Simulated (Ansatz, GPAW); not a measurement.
**Work function of Cl/Ti(0001) at several levels**

How far do functional and basis move the work function of Cl/Ti(0001)?

Method: Ansatz plane waves; slab in vacuum with a dipole correction, relaxation; PAW set soft_1, in the first sound run; inputs show where later runs differ, in GPAW 26.7.0 and Ansatz 0.2.0.

This is a report of a sequence of runs, with most program output left out.

## Step 1: Starting point

The cell holds 5 atoms: 4 Ti and 1 Cl. Its edges and angles: a = 2.950 Å, b = 2.950 Å, c = 27.187 Å, α = 90.0°, β = 90.0°, γ = 60.0°. Vacuum lies along c.

## Step 2: Relaxing the atoms

Forces are removed first; all later runs use this geometry. The lowest 2 atoms are held at bulk positions and keep their forces.

input.yaml

```yaml
crystal:
  lattice:
    - [2.95, 0.0, 0.0]
    - [1.475, 2.5547749412, 0.0]
    - [0.0, 0.0, 27.1872628553]
  atoms:
    - { symbol: Ti, position: [0.6666666667, 0.6666666667, 0.3310373703] }
    - { symbol: Ti, position: [0.0, 0.0, 0.417191685] }
    - { symbol: Ti, position: [0.6666666667, 0.6666666667, 0.5033459997] }
    - { symbol: Ti, position: [0.0, 0.0, 0.5895003144] }
    - { symbol: Cl, position: [0.6666666667, 0.6666666667, 0.6689626297] }
kpoints:
  mp_grid: { grid: [12, 12, 1] }
hamiltonian:
  xc: pbe
  pseudopotentials: { kind: paw, azcp: { folder: soft_1 } }
scf:
  occupations: { method: fermi_dirac, width: 0.1 }
efield:
  axis: 3
  dipole_correction: true
  ramp_width: 0.05
relax:
  f_tol: 0.02
  max_steps: 60
  constraints: [{ sites: [0, 1] }]
output:
  write_potential: true
  write_density: true
  volumetric_format: npy
```

Started as:

```bash
> ansatz run input.yaml --threads 4 --pin off --max-ram 8192MiB --backend cpu --events-out ev --progress --plain --runs-dir out
```

Wall time 12 s (4 threads of Intel Xeon 6975P-C (Granite Rapids), shared host); peak memory 0.63 GiB; 43 s of CPU time.

This run has no spin polarisation although its electron count is odd.

Relaxation path:

```
step  energy less that of the first step (eV)  largest force component (eV/Å)
   1                                   0.0000                          2.6896
   2                                  -0.6318                          1.0450
   3                                  -0.7194                          0.1797
   4                                  -0.7274                          0.0331
   5                                  -0.7276                          0.0022
```

Forces are held to the 6 operations that the run works with; a distortion that breaks them can't arise in this run.

The atoms that moved most (Å):

```
atom     dx     dy      dz  length
 Cl5  0.000  0.000  -0.465   0.465
 Ti4  0.000  0.000  -0.027   0.027
 Ti3  0.000  0.000   0.024   0.024
```

The relaxed structure:

```xyz
5
Lattice="2.9500 0.0000 0.0000 1.4750 2.5548 0.0000 0.0000 0.0000 27.1873" Properties=species:S:1:pos:R:3
Ti    2.9500    1.7032    9.0000
Ti    0.0000    0.0000   11.3423
Ti    2.9500    1.7032   13.7088
Ti    0.0000    0.0000   15.9997
Cl    2.9500    1.7032   17.7227
```

Numbers from this step:

```
free energy             : -11079.1678 eV
smearing term TS        : 0.2199 eV
symmetry operations     : 6
upper work function     : 4.325 eV
lower work function     : 4.401 eV
dipole along the normal : 0.003163 e·Å
dipole field            : 0.002793 V/Å
vacuum level above      : 7.072 eV
vacuum level below      : 7.148 eV
```

The electrostatic potential energy of an electron (with the applied field's), less the Fermi level, planar mean oscillates, so the rows of the table below give means over windows of 2.27 Å about each position, cut where the curve ends. Its maxima inside the range that stand out by 2 % of the span (Å: eV): 10.2: -0.183, 12.5: -0.315, 14.9: -0.426, 17.0: -5.12. Its minima: 8.9: -14.0, 11.3: -13.9, 13.7: -13.9, 16.0: -14.2, 17.7: -10.8.

The electrostatic potential energy of an electron (with the applied field's), less the Fermi level, planar mean by z; means over each step:

```
z (Å)  electrostatic potential energy of an electron (with the applied field's), less the Fermi level, planar mean (eV)
 1.14                                                                                                              4.40
 3.41                                                                                                              4.40
 5.68                                                                                                              4.32
 7.95                                                                                                             -3.09
10.22                                                                                                             -7.04
12.49                                                                                                             -6.98
14.76                                                                                                             -7.38
17.03                                                                                                             -9.60
19.30                                                                                                              2.59
21.57                                                                                                              4.32
23.84                                                                                                              4.32
26.11                                                                                                              4.33
```

The valence density, planar mean oscillates, so the rows of the table below give means over windows of 2.27 Å about each position, cut where the curve ends. Its maxima inside the range that stand out by 2 % of the span (Å: e/Å³): 9.1: 1.51, 11.3: 1.53, 13.7: 1.53, 16.0: 1.54, 17.6: 0.652. Its minima: 10.2: 0.191, 12.5: 0.186, 14.9: 0.201, 16.9: 0.375.

Table of valence density, planar mean by z; means over each step:

```
z (Å)  valence density, planar mean (e/Å³)
 3.41                               1.4e-5
 5.68                              0.00229
 7.95                                0.399
10.22                                0.656
12.49                                0.637
14.76                                0.691
17.03                                0.736
19.30                               0.0933
21.57                               5.8e-5
```

The relaxation lowered the energy of the cell by 0.728 eV.

## Step 3: Plane waves, PBE

With the geometry fixed, the planar mean of the potential gives the vacuum level on each side.

This step: GPAW, PAW setups; slab in vacuum (GPAW 26.7.0).

run.py

```python
import json
import numpy as np
from ase import Atoms
from gpaw import GPAW, PW

slab = Atoms(
    ['Ti', 'Ti', 'Ti', 'Ti', 'Cl'],
    positions=[
        [2.95000, 1.70318, 9.00000],
        [-0.00000, -0.00000, 11.34230],
        [2.95000, 1.70318, 13.70880],
        [-0.00000, -0.00000, 15.99972],
        [2.95000, 1.70318, 17.72271]],
    cell=[[2.95, 0.0, 0.0], [1.475, 2.55477, 0.0], [0.0, 0.0, 27.18726]],
    pbc=[True, True, False])

slab.calc = GPAW(mode=PW(400), xc='PBE', kpts={'size': (12, 12, 1), 'gamma': True},
                 occupations={'name': 'fermi-dirac', 'width': 0.1}, nbands='160%',
                 convergence={'density': 1e-05}, maxiter=200,
                 poissonsolver={'dipolelayer': 'xy'},
                 symmetry={'tolerance': 1e-3}, txt='slab.txt')
result = {}
energy = slab.get_potential_energy()
fermi = slab.calc.get_fermi_level()
v = slab.calc.get_electrostatic_potential().mean((0, 1)) - fermi
n = slab.calc.get_pseudo_density().mean((0, 1))
L = slab.cell[2, 2]
z = np.arange(len(v)) * L / len(v)
low, high = slab.positions[:, 2].min(), slab.positions[:, 2].max()
below, above = np.interp([low - 6.8, high + 6.8], z, v)
slopes = [np.interp(x, z, np.gradient(v, z)) for x in (low - 6.8, high + 6.8)]
eps = np.array([[slab.calc.get_eigenvalues(k, s) for k in range(len(slab.calc.get_ibz_k_points()))]
                for s in range(slab.calc.get_number_of_spins())]) - fermi
top, bottom = eps[eps < 0].max(), eps[eps > 0].min()
dipole = slab.get_dipole_moment()[2]
print(f'energy {energy:.4f} eV, Fermi level {fermi:.4f} eV, dipole {dipole:.5f} e A')
print(f'potential 6.8 A off the faces, from the Fermi level: lower {below:.4f} eV, upper {above:.4f} eV')
print(f'slope of the potential there: lower {slopes[0]:.5f}, upper {slopes[1]:.5f} eV/A')
print(f'nearest levels on the mesh: {top:.4f} and {bottom:.4f} eV')
print('magnetic moment', round(slab.get_magnetic_moment(), 3))
result.update(energy=energy, fermi=fermi, dipole=dipole, below=below, above=above, slopes=slopes, edges=[top, bottom],
              z=z.tolist(), v=v.tolist(), n=n.tolist(), positions=slab.positions.tolist(),
              forces=slab.get_forces(apply_constraint=False).tolist(), moments=slab.get_magnetic_moments().tolist())
json.dump(result, open('result.json', 'w'))
```

Started as:

```bash
> OMP_NUM_THREADS=1 OPENBLAS_NUM_THREADS=1 python run.py
```

Wall time 87 s (1 thread); peak memory 0.24 GiB.

This run has no spin polarisation, although Ti can carry a moment.

Numbers from this step:

- dipole along the normal: 0.003856 e·Å
- levels nearest the Fermi level on the mesh: -0.02137, 0.03233 eV from the Fermi level
- upper work function: 4.316 eV
- lower work function: 4.408 eV

The electrostatic potential energy of an electron (without an applied field's), less the Fermi level, planar mean oscillates, so the rows of the table below give means over windows of 2.37 Å about each position, cut where the curve ends. Its maxima inside the range that stand out by 2 % of the span (Å: eV): 10.1: -0.205, 12.5: -0.265, 14.9: -0.463, 16.9: -4.47. Its minima: 9.0: -19.6, 11.3: -19.5, 13.7: -19.5, 16.0: -19.7, 17.7: -23.3.

Electrostatic potential energy of an electron (without an applied field's), less the Fermi level, planar mean against z; means over each step:

```
z (Å)  electrostatic potential energy of an electron (without an applied field's), less the Fermi level, planar mean (eV)
 1.19                                                                                                                4.40
 3.56                                                                                                                4.41
 5.93                                                                                                                4.25
 8.29                                                                                                               -6.62
10.67                                                                                                               -8.25
13.04                                                                                                               -8.23
15.41                                                                                                               -8.65
17.77                                                                                                               -8.21
20.14                                                                                                                4.20
22.52                                                                                                                4.32
24.89                                                                                                                4.32
```

The pseudo valence density, planar mean oscillates, so the rows of the table below give means over windows of 2.27 Å about each position, cut where the curve ends. Its maxima inside the range that stand out by 2 % of the span (Å: e/Å³): 9.1: 1.59, 11.4: 1.55, 13.8: 1.55, 16.0: 1.62, 17.5: 0.659. Its minima: 10.1: 0.191, 12.5: 0.184, 14.9: 0.202, 16.8: 0.377.

Pseudo valence density, planar mean against z; means over each step:

```
z (Å)  pseudo valence density, planar mean (e/Å³)
 3.41                                      1.4e-5
 5.68                                     0.00237
 7.95                                       0.400
10.22                                       0.655
12.49                                       0.635
14.76                                       0.694
17.03                                       0.732
19.30                                      0.0959
21.57                                      6.1e-5
```

Force by atom:

```
atom  x (eV/Å)  y (eV/Å)  z (eV/Å)   size
 Ti1     0.000     0.000     0.535  0.535
 Ti2     0.000     0.000    -0.550  0.550
 Ti3     0.000     0.000    -0.001  0.001
 Ti4     0.000     0.000    -0.060  0.060
 Cl5     0.000     0.000     0.074  0.074
```

The potential is flat to 4.9e-5 eV/Å where it is read, so the vacuum is wide enough. The geometry is the other program's minimum; here the largest force on a free atom is 0.074 eV/Å.

## Step 4: Self-consistent run: xc = "RPBE"

The same geometry under RPBE, to see how far the functional moves the levels against the vacuum.

Changes to run.py since step 3:

```diff
@@ -16,3 +16,3 @@
 
-slab.calc = GPAW(mode=PW(400), xc='PBE', kpts={'size': (12, 12, 1), 'gamma': True},
+slab.calc = GPAW(mode=PW(400), xc='RPBE', kpts={'size': (12, 12, 1), 'gamma': True},
                  occupations={'name': 'fermi-dirac', 'width': 0.1}, nbands='160%',
```

Wall time 77 s (1 thread); peak memory 0.23 GiB.

Numbers from this step:

| Property | Result |
| --- | --- |
| dipole along the normal | 0.003949 e·Å |
| levels nearest the Fermi level on the mesh | -0.01902, 0.02726 eV from the Fermi level |
| upper work function | 4.203 eV |
| lower work function | 4.298 eV |

The electrostatic potential energy of an electron (without an applied field's), less the Fermi level, planar mean oscillates, so the rows of the table below give means over windows of 2.37 Å about each position, cut where the curve ends. Its maxima inside the range that stand out by 2 % of the span (Å: eV): 10.1: -0.312, 12.5: -0.375, 14.9: -0.571, 16.9: -4.59. Its minima: 9.0: -19.7, 11.3: -19.6, 13.7: -19.6, 16.0: -19.8, 17.7: -23.4.

Electrostatic potential energy of an electron (without an applied field's), less the Fermi level, planar mean against z; means over each step:

z (Å), electrostatic potential energy of an electron (without an applied field's), less the Fermi level, planar mean (eV) and a bar from the least value:
```
     1.19        4.3 ##############################
     3.56        4.3 ##############################
     5.93        4.1 ##############################
     8.29       -6.7 #####
    10.67       -8.4 #
    13.04       -8.3 #
    15.41       -8.8 
    17.77       -8.3 #
    20.14        4.1 ##############################
    22.52        4.2 ##############################
    24.89        4.2 ##############################
```

The pseudo valence density, planar mean oscillates, so the rows of the table below give means over windows of 2.27 Å about each position, cut where the curve ends. Its maxima inside the range that stand out by 2 % of the span (Å: e/Å³): 9.1: 1.60, 11.4: 1.56, 13.8: 1.55, 16.0: 1.62, 17.5: 0.659. Its minima: 10.1: 0.192, 12.5: 0.184, 14.9: 0.202, 16.8: 0.377.

The pseudo valence density, planar mean by z; means over each step:

z (Å), pseudo valence density, planar mean (e/Å³) and a bar:
```
     3.41       0.00 
     5.68       0.00 
     7.95       0.40 ################
    10.22       0.66 ###########################
    12.49       0.64 ##########################
    14.76       0.69 ############################
    17.03       0.73 ##############################
    19.30       0.10 ####
    21.57       0.00
```

Force by atom:

```
atom  x (eV/Å)  y (eV/Å)  z (eV/Å)   size
 Ti1     0.000     0.000     0.382  0.382
 Ti2     0.000     0.000    -0.547  0.547
 Ti3     0.000     0.000     0.001  0.001
 Ti4     0.000     0.000    -0.134  0.134
 Cl5     0.000     0.000     0.296  0.296
```

The upper face's work function is 4.203 eV, against 4.316 eV in the first plane-wave PBE run at this geometry.

## Step 5: Self-consistent run: xc = "vdW-DF2"

The same geometry under vdW-DF2, to see how far the functional moves the levels against the vacuum (the van der Waals functionals take revPBE setups).

Changes to run.py since step 4:

```diff
@@ -16,3 +16,3 @@
 
-slab.calc = GPAW(mode=PW(400), xc='RPBE', kpts={'size': (12, 12, 1), 'gamma': True},
+slab.calc = GPAW(mode=PW(400), xc='vdW-DF2', kpts={'size': (12, 12, 1), 'gamma': True},
                  occupations={'name': 'fermi-dirac', 'width': 0.1}, nbands='160%',
```

The job ended after 2.6 min (1 thread; peak memory 0.37 GiB).

This step gave:

- dipole along the normal: -0.009166 e·Å
- levels nearest the Fermi level on the mesh: -0.02469, 0.03722 eV from the Fermi level
- upper work function: 4.846 eV
- lower work function: 4.625 eV

The electrostatic potential energy of an electron (without an applied field's), less the Fermi level, planar mean oscillates, so the rows of the table below give means over windows of 2.37 Å about each position, cut where the curve ends. Its maxima inside the range that stand out by 2 % of the span (Å: eV): 10.1: -0.339, 12.5: -0.369, 14.9: -0.570, 16.9: -4.48. Its minima: 9.0: -19.4, 11.3: -19.3, 13.7: -19.3, 16.0: -19.6, 17.7: -23.1.

Table of electrostatic potential energy of an electron (without an applied field's), less the Fermi level, planar mean by z; means over each step:

```
z (Å)  electrostatic potential energy of an electron (without an applied field's), less the Fermi level, planar mean (eV)
 1.19                                                                                                                4.63
 3.56                                                                                                                4.62
 5.93                                                                                                                4.43
 8.29                                                                                                               -6.50
10.67                                                                                                               -8.25
13.04                                                                                                               -8.22
15.41                                                                                                               -8.66
17.77                                                                                                               -8.00
20.14                                                                                                                4.72
22.52                                                                                                                4.85
24.89                                                                                                                4.85
```

The upper face's work function is 4.846 eV, against 4.316 eV in the first plane-wave PBE run at this geometry.

## Step 6: OptPBE vdW: xc = "optPBE-vdW"

The same geometry under optPBE-vdW, to see how far the functional moves the levels against the vacuum (the van der Waals functionals take revPBE setups).

Changes to run.py since step 5:

```diff
@@ -16,3 +16,3 @@
 
-slab.calc = GPAW(mode=PW(400), xc='vdW-DF2', kpts={'size': (12, 12, 1), 'gamma': True},
+slab.calc = GPAW(mode=PW(400), xc='optPBE-vdW', kpts={'size': (12, 12, 1), 'gamma': True},
                  occupations={'name': 'fermi-dirac', 'width': 0.1}, nbands='160%',
```

The job ended after 95 s (1 thread; peak memory 0.37 GiB).

This step gave:

* dipole along the normal: -0.002026 e·Å
* levels nearest the Fermi level on the mesh: -0.02841, 0.03958 eV from the Fermi level
* upper work function: 4.600 eV
* lower work function: 4.550 eV

The electrostatic potential energy of an electron (without an applied field's), less the Fermi level, planar mean oscillates, so the rows of the table below give means over windows of 2.37 Å about each position, cut where the curve ends. Its maxima inside the range that stand out by 2 % of the span (Å: eV): 10.1: -0.230, 12.5: -0.278, 14.9: -0.473, 16.9: -4.43. Its minima: 9.0: -19.4, 11.3: -19.4, 13.7: -19.4, 16.0: -19.6, 17.7: -23.2.

The electrostatic potential energy of an electron (without an applied field's), less the Fermi level, planar mean by z; means over each step:

z (Å), electrostatic potential energy of an electron (without an applied field's), less the Fermi level, planar mean (eV) and a bar from the least value:
```
     1.19        4.6 ##############################
     3.56        4.5 ##############################
     5.93        4.4 #############################
     8.29       -6.5 #####
    10.67       -8.2 #
    13.04       -8.2 #
    15.41       -8.6 
    17.77       -8.1 #
    20.14        4.5 ##############################
    22.52        4.6 ##############################
    24.89        4.6 ##############################
```

The upper face's work function is 4.600 eV, against 4.316 eV in the first plane-wave PBE run at this geometry.

(Part 1 of 2 ends here.)

[Logs are printed without paths, hosts, clocks, repeated set-up lines and the standing remarks that a program may print on its own settings, such as how far it seeks lower states.]

[Hosts, paths, dates, database ids (printed as entryN), source tags and the programs' standing remarks are cut or masked in the printed files.]
